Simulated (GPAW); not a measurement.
Records of electronic-structure calculations.

```cif
data_znse
_symmetry_space_group_name_H-M 'F-43m'
_symmetry_Int_Tables_number 216
_cell_length_a 5.6676
_cell_length_b 5.6676
_cell_length_c 5.6676
_cell_angle_alpha 90.000
_cell_angle_beta 90.000
_cell_angle_gamma 90.000
_cell_volume 182.05
loop_
_atom_site_label
_atom_site_type_symbol
_atom_site_symmetry_multiplicity
_atom_site_Wyckoff_symbol
_atom_site_fract_x
_atom_site_fract_y
_atom_site_fract_z
_atom_site_occupancy
Zn1 Zn 4 a 0.00000 0.00000 0.00000 1
Se1 Se 4 d 0.25000 0.25000 0.75000 1
_calc_subject 'A GW chain in GPAW: ZnSe (F-43m)'
_calc_method 'DFT, LDA, plane waves, PAW (and 1 further level or step)'
_calc_program 'GPAW 26.7.0'
_calc_settings 'cutoff 600 eV, GPAW PAW setups 1.2.1 data release, 4×4×4 k-mesh, nbands 199'
_calc_cost '4 runs, 68 s in all on 8 MPI ranks of AMD EPYC 7R43, shared host'
_calc_notes 'The cell and positions come from the Crystallography Open Database and are kept as given unless a step says otherwise. Limits: no spin-orbit coupling. The 4×4×4 mesh is coarse for this cell, which bears on the long-range parts of exchange and screening.'
_calc_lda_gap '1.04 eV, direct'
_calc_g0w0_gap_on_the_mesh '2.33 eV'
_calc_gw_settings '4×4×4 mesh, 189 bands, screening to 150 eV, Godby-Needs plasmon pole'
_calc_known_limits 'short of the basis limit; no spin-orbit coupling; coarse k mesh'
```

[Long decimals in the printed logs are rounded to 6 places.]

[Logs are printed without paths, hosts, clocks, repeated set-up lines and the standing remarks that a program may print on its own settings, such as how far it seeks lower states.]

[Paths, hosts, dates, memory and timing lines, banners, echoed tables and standing remarks are left out of the program output; an Ansatz launch command may be rebuilt from the run's recorded settings. Measured values are a selection of at most five: reports struck by readers or far from the other reports are left out. None is set beside runs whose start may be inverted or whose files or cutoffs have a known fault.]

[Runs of the session that timed out or met a known fault of the program may be left out.]

[Hosts, paths, dates, database ids (printed as entryN), source tags and the programs' standing remarks are cut or masked in the printed files.]

[Where the starting crystal was built by hand or by swapping elements, it need not be the compound's stable phase.]
